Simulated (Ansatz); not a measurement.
# Grüneisen parameters and expansion of BP (F-43m), part 3 of 4

Which modes of BP drive its thermal expansion?

What experiment has found for this phase:
- volume expansion coefficient 9.6 1e-6/K near room temperature (given in “Thermal expansion coefficients of high thermal conducting BAs and BP materials (three times its linear coefficient)”, 2019, arxiv:1906.04101)

Ansatz 0.2.0; DFT PBE, scalar-relativistic, plane waves, PAW.

So far, highest frequency (cm⁻¹): step 5 (lattice dynamics at this volume, V/V0 1) 805.

## Step 6: Single point at a scaled cell, V/V0 1.015

Symmetry fixes every atom, so a single point at the scaled cell gives the energy and pressure of this member.

The cell differs from the one that the last finished run ended in (a 3.216 → 3.232 Å, b 3.216 → 3.232 Å, c 3.216 → 3.232 Å).

The input, input.yaml:

```yaml
crystal:
  lattice:
    - [0.0, 2.2854998608, 2.2854998608]
    - [2.2854998608, 0.0, 2.2854998608]
    - [2.2854998608, 2.2854998608, 0.0]
  atoms:
    - { symbol: B, position: [0.0, 0.0, 0.0] }
    - { symbol: P, position: [0.25, 0.25, 0.25] }
kpoints:
  mp_grid: { grid: [12, 12, 12] }
hamiltonian:
  xc: pbe
scf:
  occupations: { method: fixed }
output:
  forces: true
  stress: true
  eigenvalues: true
```

Command:

```
$ ansatz run input.yaml --threads 2 --pin off --max-ram 5120MiB --backend cpu --events-out ev --progress --plain --runs-dir out
```

Numbers of over 12 decimals in the logs are rounded to 6 here.

Output:

```text
[...]
Crystal: 2 atoms, lattice volume = 23.877 Å³
Basis set: ecut = 420 eV, 459 PW (Γ), exchange–correlation on 48×48×48 points (8 copies of the dense FFT grid, shifted against one another)
Bands: 8, of which v1, the nominal top of the filled ones, is band 4 counted from 1 (3 counted from 0)
Symmetry: 24 space group operations
[...]
k-points: 72 of 1728 (time reversal used)
[...]
SCF iter   1: F=—  HF=-912.444603 eV  |F-HF|=—  |Δ(HF+E_count)|=         —  Δρ=1.57e-3  dr2=5.62e-4  ethr=1.77e-3  ⟨swp⟩=5.1  Hψ=4222  notcnv=0  defer=135
[...]
SCF iter   6: F=-912.444665 eV  HF=-912.444665 eV  |F-HF|=4.87e-8  |Δ(HF+E_count)|=   2.00e-7  Δρ=1.46e-5  dr2=6.69e-8  ethr=1.25e-9  ⟨swp⟩=7.7  Hψ=3991  notcnv=0
SCF 1 converged in 6 iterations: F = -912.444665 eV  dr2 = 6.69e-8
[...]
SCF converged after 6 iterations
Free energy (F): -912.444665 eV
[...]
Internal energy: -912.444665 eV  (E = F + TS)
E sigma→0 (E₀):  -912.444665 eV
Fermi energy:    8.969736 eV
[...]
--- Stress (GPa, compression-positive) ---
       -2.338317       0.000000      -0.000000
       -0.000000      -2.338317       0.000000
       -0.000000       0.000000      -2.338317
  P = ⅓ Tr σ = -2.3383 GPa (-23.383 kbar)
--- Band table (eV; the first three rows and the last of 72) ---
[...]
```

Elapsed: 0.5 s, on 2 threads of Intel Xeon 6975P-C (Granite Rapids), shared host; peak memory 0.34 GiB; 0.9 s of CPU time.

Numbers from this step:

```
pressure          : -2.338 GPa
gap on the k-mesh : 1.270 eV
volume per atom   : 11.94 Å³
```

At this level the gap is 1.27 eV on the k-mesh of the self-consistent run, which can miss the band edges.

## Step 7: Lattice dynamics at this volume, V/V0 1.015

Phonons at this volume give one point of F(V, T); meshes stay fixed along the series.

input.yaml, the sections that differ from step 6:

```yaml
output:
  eigenvalues: true
phonons:
  method: dfpt
  dielectric: true
  rigid_motions: translations
  qmesh: [4, 4, 4]
  temperatures: { t_max: 1000, t_step: 50 }
  qpath:
    path:
      - [[0.0, 0.0, 0.0], [-0.5, -0.5, 0.0], [-0.375, -0.375, 0.25]]
      - [[-0.375, 0.0, 0.375], [0.0, 0.0, 0.0], [0.0, 0.0, 0.5], [-0.5, -0.25, 0.25], [-0.5, -0.5, 0.0]]
    npoints: 10
# crystal, kpoints, hamiltonian, scf: as in step 6
```

Output:

```text
[...]
Crystal: 2 atoms, lattice volume = 23.877 Å³
Basis set: ecut = 420 eV, 459 PW (Γ), exchange–correlation on 48×48×48 points (8 copies of the dense FFT grid, shifted against one another)
Bands: 8, of which v1, the nominal top of the filled ones, is band 4 counted from 1 (3 counted from 0)
Symmetry: 24 space group operations
[...]
optical modes at Γ + LO–TO along q̂ = [0.0000, 1.0000, 0.0000]:
      ω (cm⁻¹)  modes    IR ((D/Å)²/amu)
        787.68      2             1.1332
        791.18      1             0.5666
  optical modes at Γ + LO–TO along q̂ = [0.0000, 0.0000, 1.0000]:
      ω (cm⁻¹)  modes    IR ((D/Å)²/amu)
        787.68      2             1.1332
        791.18      1             0.5666
--- Phonons (arbitrary-q DFPT): 8 irreducible q on the 4×4×4 mesh ---
[...]
interpolated dispersion: 63 rows × 6 modes
[...]
[key lines of the parts left out:]
SCF converged after 8 iterations
Free energy (F): -912.444665 eV
Fermi energy:    8.969675 eV
```

The job ended after 65 s (2 threads; peak memory 1.2 GiB; 2.1 min of CPU time).

No mode is imaginary beyond numerical noise at the solved wavevectors. The highest zone-centre mode (no LO–TO term) moved by -1.5 % for a volume change of +1.5 %.

## Step 8: Single point at a scaled cell, V/V0 0.985

Symmetry fixes every atom, so a single point at the scaled cell gives the energy and pressure of this member.

input.yaml, the sections that differ from step 7:

```yaml
crystal:
  lattice:
    - [0.0, 2.2627570599, 2.2627570599]
    - [2.2627570599, 0.0, 2.2627570599]
    - [2.2627570599, 2.2627570599, 0.0]
  atoms:
    - { symbol: B, position: [0.0, 0.0, 0.0] }
    - { symbol: P, position: [0.25, 0.25, 0.25] }
output:
  forces: true
  stress: true
  eigenvalues: true
# kpoints, hamiltonian, scf: as in step 7
# phonons: removed
```

Output:

```text
[...]
Crystal: 2 atoms, lattice volume = 23.171 Å³
Basis set: ecut = 420 eV, 459 PW (Γ), exchange–correlation on 48×48×48 points (8 copies of the dense FFT grid, shifted against one another)
Bands: 8, of which v1, the nominal top of the filled ones, is band 4 counted from 1 (3 counted from 0)
Symmetry: 24 space group operations
[...]
k-points: 72 of 1728 (time reversal used)
[...]
Free energy (F): -912.444528 eV
[...]
Internal energy: -912.444528 eV  (E = F + TS)
E sigma→0 (E₀):  -912.444528 eV
Fermi energy:    9.377398 eV
[...]
--- Stress (GPa, compression-positive) ---
        2.525064      -0.000000      -0.000000
        0.000000       2.525064       0.000000
       -0.000000       0.000000       2.525064
  P = ⅓ Tr σ = 2.5251 GPa (25.251 kbar)
--- Band table (eV; the first three rows and the last of 72) ---
[...]
[key lines of the parts left out:]
SCF converged after 6 iterations
```

The job ended after 0.46 s (2 threads; peak memory 0.34 GiB).

The run ends at a pressure of 2.53 GPa.

## Step 9: Phonons, V/V0 0.985

The same q-mesh and k-mesh are kept at every volume, so that much of their error can cancel in the differences.

input.yaml, the sections that differ from step 8:

```yaml
output:
  eigenvalues: true
phonons:
  method: dfpt
  dielectric: true
  rigid_motions: translations
  qmesh: [4, 4, 4]
  temperatures: { t_max: 1000, t_step: 50 }
  qpath:
    path:
      - [[0.0, 0.0, 0.0], [-0.5, -0.5, 0.0], [-0.375, -0.375, 0.25]]
      - [[-0.375, 0.0, 0.375], [0.0, 0.0, 0.0], [0.0, 0.0, 0.5], [-0.5, -0.25, 0.25], [-0.5, -0.5, 0.0]]
    npoints: 10
# crystal, kpoints, hamiltonian, scf: as in step 8
```

Output:

```text
[...]
Crystal: 2 atoms, lattice volume = 23.171 Å³
Basis set: ecut = 420 eV, 459 PW (Γ), exchange–correlation on 48×48×48 points (8 copies of the dense FFT grid, shifted against one another)
Bands: 8, of which v1, the nominal top of the filled ones, is band 4 counted from 1 (3 counted from 0)
Symmetry: 24 space group operations
[...]
optical modes at Γ + LO–TO along q̂ = [0.0000, 1.0000, 0.0000]:
      ω (cm⁻¹)  modes    IR ((D/Å)²/amu)
        811.81      2             1.6859
        817.01      1             0.8430
  optical modes at Γ + LO–TO along q̂ = [0.0000, 0.0000, 1.0000]:
      ω (cm⁻¹)  modes    IR ((D/Å)²/amu)
        811.81      2             1.6859
        817.01      1             0.8430
--- Phonons (arbitrary-q DFPT): 8 irreducible q on the 4×4×4 mesh ---
[...]
interpolated dispersion: 63 rows × 6 modes
[...]
[key lines of the parts left out:]
SCF converged after 8 iterations
Free energy (F): -912.444528 eV
Fermi energy:    9.377359 eV
```

Run time: 62 s. Hardware: 2 threads; peak memory 1.1 GiB; 2 min of CPU time.

LO-TO term included. Phonon branches along the path, in cm⁻¹:

| point | branch 1 | branch 2 | branch 3 | branch 4 | branch 5 | branch 6 |
| --- | --- | --- | --- | --- | --- | --- |
| Γ | 0 | 0 | 0 | 812 | 812 | 817 |
| halfway | 240 | 240 | 366 | 754 | 754 | 812 |
| X | 313 | 313 | 532 | 717 | 717 | 793 |
| halfway | 313 | 344 | 517 | 705 | 717 | 792 |
| U | 309 | 402 | 476 | 680 | 721 | 794 |
| jump to K | 309 | 402 | 476 | 680 | 721 | 794 |
| halfway | 215 | 282 | 362 | 761 | 769 | 793 |
| Γ | 0 | 0 | 0 | 812 | 812 | 817 |
| halfway | 178 | 178 | 349 | 784 | 784 | 799 |
| L | 224 | 224 | 514 | 764 | 771 | 771 |
| halfway | 288 | 345 | 477 | 699 | 742 | 790 |
| W | 368 | 414 | 442 | 673 | 716 | 786 |
| halfway | 340 | 349 | 502 | 696 | 717 | 790 |
| X | 313 | 313 | 532 | 717 | 717 | 793 |

The phonon branches as a text plot (rows in cm⁻¹):

```
    801 |*************************************      *************
    766 |    ***               ***           *********
    732 |       ****************                   ** ***********
    698 |             ****  ***                      ***    ****
    664 |                 **                            ****
    630 |
    596 |
    562 |
    528 |           ****                         **           ***
    494 |         **    **                     **  ****      *
    460 |        *        **                  *        **  **
    426 |       *          ****                          **
    392 |                ** *  *             *          *  **
    358 |      *       **    ** *           *         ** *****
    324 |           *******    * *                   * **     ***
    290 |    **  ***       **   *          *        * *
    256 |      **            ***  **               ***
    221 |   *                   **        *   ******
    187 |    **                  ****       **
    153 |  **                     **     * *
    119 |  *                        *     *
     85 | *                         **  **
     51 | *                          *  *
     17 |*                            **
         Γ           X  U|K            Γ         L        W     X
```

No mode is imaginary beyond numerical noise at the solved wavevectors. The highest zone-centre mode (no LO–TO term) moved by +1.5 % for a volume change of -1.5 %.

## Step 10: A cell at another volume, V/V0 1.03

Symmetry fixes every atom, so a single point at the scaled cell gives the energy and pressure of this member.

The cell differs from the one that the last finished run ended in (a 3.200 → 3.248 Å, b 3.200 → 3.248 Å, c 3.200 → 3.248 Å).

input.yaml, the sections that differ from step 9:

```yaml
crystal:
  lattice:
    - [0.0, 2.2967034705, 2.2967034705]
    - [2.2967034705, 0.0, 2.2967034705]
    - [2.2967034705, 2.2967034705, 0.0]
  atoms:
    - { symbol: B, position: [0.0, 0.0, 0.0] }
    - { symbol: P, position: [0.25, 0.25, 0.25] }
output:
  forces: true
  stress: true
  eigenvalues: true
# kpoints, hamiltonian, scf: as in step 9
# phonons: removed
```

Output:

```text
[...]
Crystal: 2 atoms, lattice volume = 24.230 Å³
Basis set: ecut = 420 eV, 459 PW (Γ), exchange–correlation on 48×48×48 points (8 copies of the dense FFT grid, shifted against one another)
Bands: 8, of which v1, the nominal top of the filled ones, is band 4 counted from 1 (3 counted from 0)
Symmetry: 24 space group operations
[...]
k-points: 72 of 1728 (time reversal used)
[...]
Free energy (F): -912.437082 eV
[...]
Internal energy: -912.437082 eV  (E = F + TS)
E sigma→0 (E₀):  -912.437082 eV
Fermi energy:    8.773597 eV
[...]
--- Stress (GPa, compression-positive) ---
       -4.519189      -0.000000       0.000000
       -0.000000      -4.519189       0.000000
        0.000000       0.000000      -4.519189
  P = ⅓ Tr σ = -4.5192 GPa (-45.192 kbar)
--- Band table (eV; the first three rows and the last of 72) ---
[...]
[key lines of the parts left out:]
SCF converged after 6 iterations
```

Elapsed: 0.58 s, on 2 threads; peak memory 0.34 GiB; 1 s of CPU time.

The run ends at a pressure of -4.52 GPa.

## Step 11: Phonons, V/V0 1.03

Phonons at this volume give one point of F(V, T); meshes stay fixed along the series.

input.yaml, the sections that differ from step 10:

```yaml
output:
  eigenvalues: true
phonons:
  method: dfpt
  dielectric: true
  rigid_motions: translations
  qmesh: [4, 4, 4]
  temperatures: { t_max: 1000, t_step: 50 }
  qpath:
    path:
      - [[0.0, 0.0, 0.0], [-0.5, -0.5, 0.0], [-0.375, -0.375, 0.25]]
      - [[-0.375, 0.0, 0.375], [0.0, 0.0, 0.0], [0.0, 0.0, 0.5], [-0.5, -0.25, 0.25], [-0.5, -0.5, 0.0]]
    npoints: 10
# crystal, kpoints, hamiltonian, scf: as in step 10
```

Output:

```text
[...]
Crystal: 2 atoms, lattice volume = 24.230 Å³
Basis set: ecut = 420 eV, 459 PW (Γ), exchange–correlation on 48×48×48 points (8 copies of the dense FFT grid, shifted against one another)
Bands: 8, of which v1, the nominal top of the filled ones, is band 4 counted from 1 (3 counted from 0)
Symmetry: 24 space group operations
[...]
optical modes at Γ + LO–TO along q̂ = [0.0000, 1.0000, 0.0000]:
      ω (cm⁻¹)  modes    IR ((D/Å)²/amu)
        776.08      2             0.9046
        778.87      1             0.4523
  optical modes at Γ + LO–TO along q̂ = [0.0000, 0.0000, 1.0000]:
      ω (cm⁻¹)  modes    IR ((D/Å)²/amu)
        776.08      2             0.9046
        778.87      1             0.4523
--- Phonons (arbitrary-q DFPT): 8 irreducible q on the 4×4×4 mesh ---
[...]
interpolated dispersion: 63 rows × 6 modes
[...]
[key lines of the parts left out:]
SCF converged after 8 iterations
Free energy (F): -912.437082 eV
Fermi energy:    8.773532 eV
```

Elapsed: 63 s, on 2 threads; peak memory 1.2 GiB.

No mode is imaginary beyond numerical noise at the solved wavevectors. The highest zone-centre mode (no LO–TO term) moved by -2.9 % for a volume change of +3.0 %.

## Step 12: A cell at another volume, V/V0 0.97

Symmetry fixes every atom, so a single point at the scaled cell gives the energy and pressure of this member.

The cell differs from the one that the last finished run ended in (a 3.248 → 3.184 Å, b 3.248 → 3.184 Å, c 3.248 → 3.184 Å).

input.yaml, the sections that differ from step 11:

```yaml
crystal:
  lattice:
    - [0.0, 2.2512121802, 2.2512121802]
    - [2.2512121802, 0.0, 2.2512121802]
    - [2.2512121802, 2.2512121802, 0.0]
  atoms:
    - { symbol: B, position: [0.0, 0.0, 0.0] }
    - { symbol: P, position: [0.25, 0.25, 0.25] }
output:
  forces: true
  stress: true
  eigenvalues: true
# kpoints, hamiltonian, scf: as in step 11
# phonons: removed
```

Output:

```text
[...]
Crystal: 2 atoms, lattice volume = 22.818 Å³
Basis set: ecut = 420 eV, 459 PW (Γ), exchange–correlation on 48×48×48 points (8 copies of the dense FFT grid, shifted against one another)
Bands: 8, of which v1, the nominal top of the filled ones, is band 4 counted from 1 (3 counted from 0)
Symmetry: 24 space group operations
[...]
k-points: 72 of 1728 (time reversal used)
[...]
Free energy (F): -912.436021 eV
[...]
Internal energy: -912.436021 eV  (E = F + TS)
E sigma→0 (E₀):  -912.436021 eV
Fermi energy:    9.589315 eV
[...]
--- Stress (GPa, compression-positive) ---
        5.233675      -0.000000      -0.000000
       -0.000000       5.233675       0.000000
       -0.000000       0.000000       5.233675
  P = ⅓ Tr σ = 5.2337 GPa (52.337 kbar)
--- Band table (eV; the first three rows and the last of 72) ---
[...]
[key lines of the parts left out:]
SCF converged after 6 iterations
```

Run time: 0.51 s. Hardware: 2 threads; peak memory 0.33 GiB; 0.9 s of CPU time.

The run ends at a pressure of 5.23 GPa.

## Step 13: Phonons, V/V0 0.97

The same q-mesh and k-mesh are kept at every volume, so that much of their error can cancel in the differences.

input.yaml, the sections that differ from step 12:

```yaml
output:
  eigenvalues: true
phonons:
  method: dfpt
  dielectric: true
  rigid_motions: translations
  qmesh: [4, 4, 4]
  temperatures: { t_max: 1000, t_step: 50 }
  qpath:
    path:
      - [[0.0, 0.0, 0.0], [-0.5, -0.5, 0.0], [-0.375, -0.375, 0.25]]
      - [[-0.375, 0.0, 0.375], [0.0, 0.0, 0.0], [0.0, 0.0, 0.5], [-0.5, -0.25, 0.25], [-0.5, -0.5, 0.0]]
    npoints: 10
# crystal, kpoints, hamiltonian, scf: as in step 12
```

Output:

```text
[...]
Crystal: 2 atoms, lattice volume = 22.818 Å³
Basis set: ecut = 420 eV, 459 PW (Γ), exchange–correlation on 48×48×48 points (8 copies of the dense FFT grid, shifted against one another)
Bands: 8, of which v1, the nominal top of the filled ones, is band 4 counted from 1 (3 counted from 0)
Symmetry: 24 space group operations
[...]
optical modes at Γ + LO–TO along q̂ = [0.0000, 1.0000, 0.0000]:
      ω (cm⁻¹)  modes    IR ((D/Å)²/amu)
        824.36      2             2.0137
        830.58      1             1.0069
  optical modes at Γ + LO–TO along q̂ = [0.0000, 0.0000, 1.0000]:
      ω (cm⁻¹)  modes    IR ((D/Å)²/amu)
        824.36      2             2.0137
        830.58      1             1.0069
--- Phonons (arbitrary-q DFPT): 8 irreducible q on the 4×4×4 mesh ---
[...]
interpolated dispersion: 63 rows × 6 modes
[...]
[key lines of the parts left out:]
SCF converged after 8 iterations
Free energy (F): -912.436021 eV
Fermi energy:    9.589284 eV
```

It took 62 s on 2 threads; peak memory 1.1 GiB; 2 min of CPU time.

No mode is imaginary beyond numerical noise at the solved wavevectors. The highest zone-centre mode (no LO–TO term) moved by +3.1 % for a volume change of -3.0 %.

## Step 14: Single point at a scaled cell, V/V0 1.05

Symmetry fixes every atom, so a single point at the scaled cell gives the energy and pressure of this member.

The cell differs from the one that the last finished run ended in (a 3.184 → 3.269 Å, b 3.184 → 3.269 Å, c 3.184 → 3.269 Å).

input.yaml, the sections that differ from step 13:

```yaml
crystal:
  lattice:
    - [0.0, 2.3114736737, 2.3114736737]
    - [2.3114736737, 0.0, 2.3114736737]
    - [2.3114736737, 2.3114736737, 0.0]
  atoms:
    - { symbol: B, position: [0.0, 0.0, 0.0] }
    - { symbol: P, position: [0.25, 0.25, 0.25] }
output:
  forces: true
  stress: true
  eigenvalues: true
# kpoints, hamiltonian, scf: as in step 13
# phonons: removed
```

Output:

```text
[...]
Crystal: 2 atoms, lattice volume = 24.700 Å³
Basis set: ecut = 420 eV, 531 PW (Γ), exchange–correlation on 48×48×48 points (8 copies of the dense FFT grid, shifted against one another)
Bands: 8, of which v1, the nominal top of the filled ones, is band 4 counted from 1 (3 counted from 0)
Symmetry: 24 space group operations
[...]
k-points: 72 of 1728 (time reversal used)
[...]
Free energy (F): -912.419824 eV
[...]
Internal energy: -912.419824 eV  (E = F + TS)
E sigma→0 (E₀):  -912.419824 eV
Fermi energy:    8.518950 eV
[...]
--- Stress (GPa, compression-positive) ---
       -7.193322       0.000000      -0.000000
        0.000000      -7.193322       0.000000
       -0.000000       0.000000      -7.193322
  P = ⅓ Tr σ = -7.1933 GPa (-71.933 kbar)
--- Band table (eV; the first three rows and the last of 72) ---
[...]
[key lines of the parts left out:]
SCF converged after 7 iterations
```

The job ended after 0.51 s (2 threads; peak memory 0.34 GiB).

The run ends at a pressure of -7.19 GPa.

(Continued in part 4 of 4.)

[Logs are printed without paths, hosts, clocks, repeated set-up lines and the standing remarks that a program may print on its own settings, such as how far it seeks lower states.]

[Hosts, paths, dates, database ids (printed as entryN), source tags and the programs' standing remarks are cut or masked in the printed files.]

[A step with changed settings may run another functional than the one named; its input shows which.]

[Of the runs on displaced cells, only some may be shown.]
